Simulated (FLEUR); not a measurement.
Records of electronic-structure calculations.

### Magnetic state of free Fe(110) film, 3 layers from several starts

The cell holds 3 atoms: 3 Fe. Its edges and angles: a = 2.482 Å, b = 2.482 Å, c = 18.053 Å, α = 90.0°, β = 90.0°, γ = 109.5°. layers at typed spacings, unrelaxed. Vacuum lies along c.

- method: PBE; all-electron FLAPW film, Dirac cores, scalar-relativistic bands (and 1 further level or step)
- program: FLEUR MaX-R8.1
- settings of one run: kmax 3.68 1/bohr, gmax 11 1/bohr, muffin tin radii Fe: 2.23 bohr, lmax Fe: [8, 6], hist occupations, smearing width 0.05 eV, mixer Anderson, mixing 0.03, max iterations 120, stop 2.00e-5 me/bohr³, film mode on, collinear spin, 12×12×1 k-mesh, mesh matched on, starting moments 2.8 2.8 2.8 μB
- cost: 4 runs, 5.2 min in all on 4 MPI ranks of Arm Neoverse V1, shared host (the runs of this entry)
- notes: The run is spin-polarised, with a total moment of 7.77 μB a cell. Only 3 starts were tried; other patterns of signs, canted and longer-period orders were not.
- lowest state found: ferromagnetic (initial ferro +++)
- largest site spin moment: 2.67 μB
- next finished state: ferrimagnetic, 200 meV a seeded atom higher
- energy gained by spin polarisation: 618 meV a seeded atom
- hyperfine field at Fe1, along its moment: -21.9 T
- orbital moment on the atom of largest spin, along its spin (spin–orbit run): 0.0540 μB

The lowest state found is ferromagnetic, reached from the start ferro +++, with moments up to 2.67 μB. The next finished state costs 200 meV a seeded atom.

[Hosts, paths, dates, database ids (printed as entryN), source tags and the programs' standing remarks are cut or masked in the printed files.]

[Where a cell is said to come from a database of computed structures, the database is the Materials Project.]
